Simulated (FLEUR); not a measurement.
## 5 ML Ni on Cu(001), 3 substrate layers: from one collinear state to anisotropy

Wanted: anisotropy for 5 ML Ni on Cu(001), 3 substrate layers, with the cost of each step.

Calculated with FLEUR MaX-R8.1; PBE; all-electron FLAPW film, Dirac cores, scalar-relativistic bands.

This is a report of a sequence of runs, with most program output left out.

**1. The starting structure**

The cell holds 8 atoms: 3 Cu and 5 Ni. Cell: a = 2.556 Å, b = 2.556 Å, c = 26.226 Å, α = 90.0°, β = 90.0°, γ = 90.0°. Pseudomorphic film, hard-sphere layer spacings, unrelaxed. Vacuum lies along c.

As a file:

```cif
data_structure
_symmetry_space_group_name_H-M 'P 1'
_symmetry_Int_Tables_number 1
_cell_length_a 2.5562
_cell_length_b 2.5562
_cell_length_c 26.2258
_cell_angle_alpha 90.000
_cell_angle_beta 90.000
_cell_angle_gamma 90.000
_cell_volume 171.36
loop_
_atom_site_label
_atom_site_type_symbol
_atom_site_fract_x
_atom_site_fract_y
_atom_site_fract_z
_atom_site_occupancy
Cu1 Cu 0.00000 0.00000 0.26691 1
Cu2 Cu 0.50000 0.50000 0.33583 1
Cu3 Cu 0.00000 0.00000 0.40475 1
Ni4 Ni 0.50000 0.50000 0.47188 1
Ni5 Ni 0.00000 0.00000 0.53718 1
Ni6 Ni 0.50000 0.50000 0.60248 1
Ni7 Ni 0.00000 0.00000 0.66778 1
Ni8 Ni 0.50000 0.50000 0.73309 1
```

It is built of layers of Cu (space group 225) and Ni (space group 225).

**2. Self-consistent state**

The force theorems are single passes in this state's potential, so it has to be converged first.

No symmetry is used, so that later steps may turn the spins freely; k and −k are joined. FLEUR takes the sheet as a true film: the images along c are dropped, heights are typed in bohr, and the vacuum on both sides is semi-infinite. inpgen writes inp.xml from crystal.txt; cutoffs, mixing, functional, smearing and local orbitals are then set in the file. The k list scf (kpts.xml, not shown) is a Γ-centred 10×10×1 mesh; where the ranks do not divide the number of points, some are split in two of half the weight.

File inp.xml:

```
<?xml version="1.0" encoding="UTF-8" standalone="no"?>
<fleurInput fleurInputVersion="0.39">
   <comment>
      Cu3Ni5
   </comment>
   <calculationSetup>
      <cutoffs Kmax="3.66" Gmax="11.0" GmaxXC="11.0" numbands="0"/>
      <scfLoop itmax="150" minDistance="0.00002" maxIterBroyd="15" imix="Anderson" alpha="0.03" precondParam="0.0" spinf="2.0" sdNocoIR="T"/>
      <coreElectrons ctail="F" frcor="F" kcrel="0" coretail_lmax="0"/>
      <xcFunctional name="pbe" relativisticCorrections="F"/>
      <magnetism jspins="2" l_noco="F" l_ss="F">
         <qss>0.0 0.0 0.0</qss>
         <mtNocoParams l_mperp="F" l_mtNocoPot="F" l_relaxSQA="F" mag_mixing_scheme="0" mix_RelaxWeightOffD="1.0" l_constrained="F" mix_constr="1.0"/>
         <sourceFreeMag l_sourceFree="F" l_scaleMag="F" mag_scale="1.0"/>
      </magnetism>
      <soc l_soc="F" theta="0.0" phi="0.0" spav="F"/>
      <expertModes spex="0" secvar="F"/>
      <geometryOptimization l_f="F" forcealpha="1.0" forcemix="BFGS" epsdisp="0.00001" epsforce="0.00001"/>
      <ldaU l_linMix="F" mixParam="0.05" spinf="1.0"/>
   </calculationSetup>
   <cell>
      <bzIntegration valenceElectrons="123.0" mode="hist" fermiSmearingEnergy="0.00183747">
         <kPointListSelection listName="scf"/>
         <xi:include xmlns:xi="http://www.w3.org/2001/XInclude" href="kpts.xml"> </xi:include>
      </bzIntegration>
      <xi:include xmlns:xi="http://www.w3.org/2001/XInclude" href="sym.xml"> </xi:include>
      <filmLattice scale="1.0" dVac="28.48" dTilda="30.98">
         <bravaisMatrixFilm>
            <row-1>    4.8305179197025199     0.0000000000000000</row-1>
            <row-2>    0.0000000000000000     4.8305179197025199</row-2>
         </bravaisMatrixFilm>
         <vacuumEnergyParameters vacuum="1" spinUp="-.25" spinDown="-.25"/>
         <vacuumEnergyParameters vacuum="2" spinUp="-.25" spinDown="-.25"/>
      </filmLattice>
   </cell>
   <atomSpecies>
      <species name="Copper (Cu)" element="Cu" atomicNumber="29">
         <mtSphere radius="2.29" gridPoints="757" logIncrement="0.016"/>
         <atomicCutoffs lmax="8" lnonsphr="6"/>
         <electronConfig flipSpins="F">
            <coreConfig>(1s1/2) (2s1/2) (2p1/2) (2p3/2) (3s1/2) (3p1/2) (3p3/2)</coreConfig>
            <valenceConfig>(4s1/2) (3d3/2) (3d5/2)</valenceConfig>
            <stateOccupation state="(4s1/2)" spinUp="0.500000" spinDown="0.500000"/>
         </electronConfig>
         <energyParameters s="4" p="4" d="3" f="4"/>
      </species>
      <species name="Nickel (Ni1.001" element="Ni" atomicNumber="28">
         <mtSphere radius="2.24" gridPoints="741" logIncrement="0.016"/>
         <atomicCutoffs lmax="8" lnonsphr="6"/>
         <electronConfig flipSpins="F">
            <coreConfig>(1s1/2) (2s1/2) (2p1/2) (2p3/2)</coreConfig>
            <valenceConfig>(3s1/2) (3p1/2) (3p3/2) (4s1/2) (3d3/2) (3d5/2)</valenceConfig>
            <stateOccupation state="(3d3/2)" spinUp="1.6" spinDown="1.6"/>
            <stateOccupation state="(3d5/2)" spinUp="2.9005" spinDown="1.8995"/>
         </electronConfig>
         <energyParameters s="4" p="4" d="3" f="4"/>
         <lo type="SCLO" l="0" n="3" eDeriv="0"/>
         <lo type="SCLO" l="1" n="3" eDeriv="0"/>
      </species>
   </atomSpecies>
   <atomGroups>
      <atomGroup species="Copper (Cu)">
         <filmPos label="                   1">.0000000000 .0000000000 -11.5516980881</filmPos>
         <force calculate="T" relaxXYZ="TTT"/>
         <nocoParams  alpha="0.0" beta="0.0"/>
      </atomGroup>
      <atomGroup species="Copper (Cu)">
         <filmPos label="                   2">1.000/2.000 1.000/2.000 -8.1360505735</filmPos>
         <force calculate="T" relaxXYZ="TTT"/>
         <nocoParams  alpha="0.0" beta="0.0"/>
      </atomGroup>
      <atomGroup species="Copper (Cu)">
         <filmPos label="                   3">.0000000000 .0000000000 -4.7203534993</filmPos>
         <force calculate="T" relaxXYZ="TTT"/>
         <nocoParams  alpha="0.0" beta="0.0"/>
      </atomGroup>
      <atomGroup species="Nickel (Ni1.001">
         <filmPos label="                   4">1.000/2.000 1.000/2.000 -1.3937150233</filmPos>
         <force calculate="T" relaxXYZ="TTT"/>
         <nocoParams  alpha="0.0" beta="0.0"/>
      </atomGroup>
      <atomGroup species="Nickel (Ni1.001">
         <filmPos label="                   5">.0000000000 .0000000000 1.8426258647</filmPos>
         <force calculate="T" relaxXYZ="TTT"/>
         <nocoParams  alpha="0.0" beta="0.0"/>
      </atomGroup>
      <atomGroup species="Nickel (Ni1.001">
         <filmPos label="                   6">1.000/2.000 1.000/2.000 5.0790163122</filmPos>
         <force calculate="T" relaxXYZ="TTT"/>
         <nocoParams  alpha="0.0" beta="0.0"/>
      </atomGroup>
      <atomGroup species="Nickel (Ni1.001">
         <filmPos label="                   7">.0000000000 .0000000000 8.3153572002</filmPos>
         <force calculate="T" relaxXYZ="TTT"/>
         <nocoParams  alpha="0.0" beta="0.0"/>
      </atomGroup>
      <atomGroup species="Nickel (Ni1.001">
         <filmPos label="                   8">1.000/2.000 1.000/2.000 11.5516980881</filmPos>
         <force calculate="T" relaxXYZ="TTT"/>
         <nocoParams  alpha="0.0" beta="0.0"/>
      </atomGroup>
   </atomGroups>
   <output dos="F" band="F" slice="F">
      <bandDOS minEnergy="-.5*Htr" maxEnergy="0.5*Htr" sigma="0.015" storeEVData="T"/>
      <plotting iplot="0" polar="F">
         <plot TwoD="T" vec1="  1.0  0.0  0.0" vec2="  0.0  1.0  0.0" vec3="  0.0  0.0  1.0" zero="  0.0  0.0 -0.5" file="plot"/>
      </plotting>
      <moessbauerParams electricFieldGradient="F" isomerShift="F" coreHyperfine="F" valenceHyperfine="F"/>
   </output>
</fleurInput>
```

File crystal.txt:

```
Cu3Ni5
&input film=T cartesian=F /
2.55620000000  0.00000000000  0.00000000000
0.00000000000  2.55620000000  0.00000000000
0.00000000000  0.00000000000  1.00000000000
1.8897261246
1.0 1.0 1.0

8
29 0.00000000000  0.00000000000  -11.55169808813
29 0.50000000000  0.50000000000  -8.13605057354
29 0.00000000000  0.00000000000  -4.72035349935
28 0.50000000000  0.50000000000  -1.39371502329 : 1.001
28 0.00000000000  0.00000000000  1.84262586466 : 1.001
28 0.50000000000  0.50000000000  5.07901631222 : 1.001
28 0.00000000000  0.00000000000  8.31535720017 : 1.001
28 0.50000000000  0.50000000000  11.55169808813 : 1.001

&kpt div1=10 div2=10 div3=1 gamma=T /
```

Run with:

```bash
OMP_NUM_THREADS=1 inpgen -f crystal.txt -nosym -noco > inpgen.log  # inp.xml is then edited as shown
OMP_NUM_THREADS=1 mpirun -n 8 fleur_MPI > fleur.log
```

Wall time 16 min (8 MPI ranks of Arm Neoverse V2, shared host); peak memory 2 GiB; 2.2 h of CPU time.

Spin moment in the muffin-tin sphere by atom:

```tsv
atom	spin moment in the muffin-tin sphere (μB)
Cu1	-0.006
Cu2	-0.010
Cu3	-0.009
Ni4	0.466
Ni5	0.657
Ni6	0.709
Ni7	0.702
Ni8	0.767
```

This step gave:

```yaml
free_energy: -342025.5408 eV
program_s_band_gap_on_this_mesh_in_a_metal_only_a_level_spacing: 0 eV
magnetization: 3.092 μB
final_state: ferromagnetic
```

After 111 cycles the largest moment stands at 0.767 μB.

**3. Energy against the direction of the moments, rung 1**

Anisotropy is a small difference, so it is taken from sums over occupied states at a frozen potential, where most errors cancel.

One pass with spin–orbit coupling for each direction, from the saved density. The k list mae (kpts.xml, not shown) is a Γ-centred 16×16×1 mesh.

inp.xml, as its differences from that of step 2:

```diff
@@ -6,4 +6,4 @@
    <calculationSetup>
-      <cutoffs Kmax="3.66" Gmax="11.0" GmaxXC="11.0" numbands="0"/>
-      <scfLoop itmax="150" minDistance="0.00002" maxIterBroyd="15" imix="Anderson" alpha="0.03" precondParam="0.0" spinf="2.0" sdNocoIR="T"/>
+      <cutoffs Kmax="3.66" Gmax="11.0" GmaxXC="11.0" numbands="251"/>
+      <scfLoop itmax="1" minDistance="0.00002" maxIterBroyd="15" imix="Anderson" alpha="0.03" precondParam="0.0" spinf="2.0" sdNocoIR="T"/>
       <coreElectrons ctail="F" frcor="F" kcrel="0" coretail_lmax="0"/>
@@ -15,3 +15,3 @@
       </magnetism>
-      <soc l_soc="F" theta="0.0" phi="0.0" spav="F"/>
+      <soc l_soc="T" theta="0.0" phi="0.0" spav="F"/>
       <expertModes spex="0" secvar="F"/>
@@ -22,3 +22,3 @@
       <bzIntegration valenceElectrons="123.0" mode="hist" fermiSmearingEnergy="0.00183747">
-         <kPointListSelection listName="scf"/>
+         <kPointListSelection listName="mae"/>
          <xi:include xmlns:xi="http://www.w3.org/2001/XInclude" href="kpts.xml"> </xi:include>
@@ -109,2 +109,5 @@
    </output>
+   <forceTheorem>
+      <MAE theta="0.0 1.5707963 1.5707963" phi="0.0 0.0 1.5707963"/>
+   </forceTheorem>
 </fleurInput>
```

Run with:

```bash
OMP_NUM_THREADS=1 mpirun -n 8 fleur_MPI -warn_only > fleur.log
```

Elapsed: 4.4 min, on 8 MPI ranks; peak memory 4.1 GiB; 35 min of CPU time.

Anisotropy energies, by row:

```tsv
axis	x	y	z	band energy less the first axis' (meV a cell)
z	0	0	1	0
x	1	0	0	-0.765
y	0	1	0	-0.765
```

Shape anisotropy is not in these numbers.

**4. Energy against the direction of the moments, rung 2**

A second rung shows how far the first can be trusted.

The k list mae (kpts.xml, not shown) is a Γ-centred 25×25×1 mesh.

inp.xml is that of step 3.

Run time: 11 min. Hardware: 8 MPI ranks; peak memory 8 GiB; 85 min of CPU time.

Anisotropy energies, by row:

```tsv
axis	x	y	z	band energy less the first axis' (meV a cell)
z	0	0	1	0
x	1	0	0	-0.4398
y	0	1	0	-0.4398
```

**5. Spin–orbit coupling, moments along z**

Spin–orbit coupling ties the spins to the lattice and lets orbital moments form.

A new self-consistent run of the start ferro +++++, with the moments along z. The k list default-1 (kpts.xml, not shown) is a Γ-centred 25×25×1 mesh.

inp.xml, as its differences from that of step 2:

```diff
@@ -6,12 +6,8 @@
    <calculationSetup>
-      <cutoffs Kmax="3.66" Gmax="11.0" GmaxXC="11.0" numbands="0"/>
+      <cutoffs Kmax="3.66" Gmax="11.0" GmaxXC="11.0" numbands="283"/>
       <scfLoop itmax="150" minDistance="0.00002" maxIterBroyd="15" imix="Anderson" alpha="0.03" precondParam="0.0" spinf="2.0" sdNocoIR="T"/>
-      <coreElectrons ctail="F" frcor="F" kcrel="0" coretail_lmax="0"/>
+      <coreElectrons ctail="T" frcor="F" kcrel="0" coretail_lmax="0"/>
       <xcFunctional name="pbe" relativisticCorrections="F"/>
-      <magnetism jspins="2" l_noco="F" l_ss="F">
-         <qss>0.0 0.0 0.0</qss>
-         <mtNocoParams l_mperp="F" l_mtNocoPot="F" l_relaxSQA="F" mag_mixing_scheme="0" mix_RelaxWeightOffD="1.0" l_constrained="F" mix_constr="1.0"/>
-         <sourceFreeMag l_sourceFree="F" l_scaleMag="F" mag_scale="1.0"/>
-      </magnetism>
-      <soc l_soc="F" theta="0.0" phi="0.0" spav="F"/>
+      <magnetism jspins="2"/>
+      <soc l_soc="T" theta="0.0" phi="0.0" spav="F"/>
       <expertModes spex="0" secvar="F"/>
@@ -22,3 +18,3 @@
       <bzIntegration valenceElectrons="123.0" mode="hist" fermiSmearingEnergy="0.00183747">
-         <kPointListSelection listName="scf"/>
+         <kPointListSelection listName="default-1"/>
          <xi:include xmlns:xi="http://www.w3.org/2001/XInclude" href="kpts.xml"> </xi:include>
@@ -64,3 +60,2 @@
          <force calculate="T" relaxXYZ="TTT"/>
-         <nocoParams  alpha="0.0" beta="0.0"/>
       </atomGroup>
@@ -69,3 +64,2 @@
          <force calculate="T" relaxXYZ="TTT"/>
-         <nocoParams  alpha="0.0" beta="0.0"/>
       </atomGroup>
@@ -74,3 +68,2 @@
          <force calculate="T" relaxXYZ="TTT"/>
-         <nocoParams  alpha="0.0" beta="0.0"/>
       </atomGroup>
@@ -79,3 +72,2 @@
          <force calculate="T" relaxXYZ="TTT"/>
-         <nocoParams  alpha="0.0" beta="0.0"/>
       </atomGroup>
@@ -84,3 +76,2 @@
          <force calculate="T" relaxXYZ="TTT"/>
-         <nocoParams  alpha="0.0" beta="0.0"/>
       </atomGroup>
@@ -89,3 +80,2 @@
          <force calculate="T" relaxXYZ="TTT"/>
-         <nocoParams  alpha="0.0" beta="0.0"/>
       </atomGroup>
@@ -94,3 +84,2 @@
          <force calculate="T" relaxXYZ="TTT"/>
-         <nocoParams  alpha="0.0" beta="0.0"/>
       </atomGroup>
@@ -99,3 +88,2 @@
          <force calculate="T" relaxXYZ="TTT"/>
-         <nocoParams  alpha="0.0" beta="0.0"/>
       </atomGroup>
```

crystal.txt, as its differences from that of step 2:

```diff
@@ -18,2 +18,3 @@
 
-&kpt div1=10 div2=10 div3=1 gamma=T /
+&soc 0.0000000 0.0000000 /
+&kpt div1=25 div2=25 div3=1 gamma=T /
```

Run with:

```bash
OMP_NUM_THREADS=1 inpgen -f crystal.txt > inpgen.log  # inp.xml is then edited as shown
OMP_NUM_THREADS=1 mpirun -n 8 fleur_MPI > fleur.log
```

Wall time 53 min (8 MPI ranks); peak memory 3.1 GiB.

The run was cut off at its time limit.

After 46 cycles the density distance stands at 4.4 me/bohr³, above the threshold of 2e-05.

**6. Outcome**

| Quantity | Value |
| --- | --- |
| reference state | ferromagnetic |
| largest sphere moment | 0.767 μB |
| easy direction of those tried | the plane normal to z |
| energy along x less z, force theorem | -0.440 meV a primitive cell |

In words: By the force theorem the moments prefer the plane normal to z, with no direction in it resolved; shape anisotropy is not in it, and in a film it favours the plane. The difference for the second direction goes from -0.77 meV (mesh 16×16×1, 251 states, 35 min of CPU time) to -0.44 meV (mesh 25×25×1, 251 states, 85 min), so it is not converged. The self-consistent run with spin–orbit coupling gave no result. The state was typed, and no other order was converged beside it, so it need not be the ground state. A substrate of 3 unrelaxed layers is a model; thickness and relaxation can move these numbers.

[Logs and program files are shortened in this print: banners, set-up blocks, solver, clock and traceback lines can be left out without a mark of their own.]

[Logs are printed without paths, hosts, clocks, repeated set-up lines and the standing remarks that a program may print on its own settings, such as how far it seeks lower states.]

[Hosts, paths, dates, database ids (printed as entryN), source tags and the programs' standing remarks are cut or masked in the printed files.]

[Where a cell is said to come from a database of computed structures, the database is the Materials Project.]
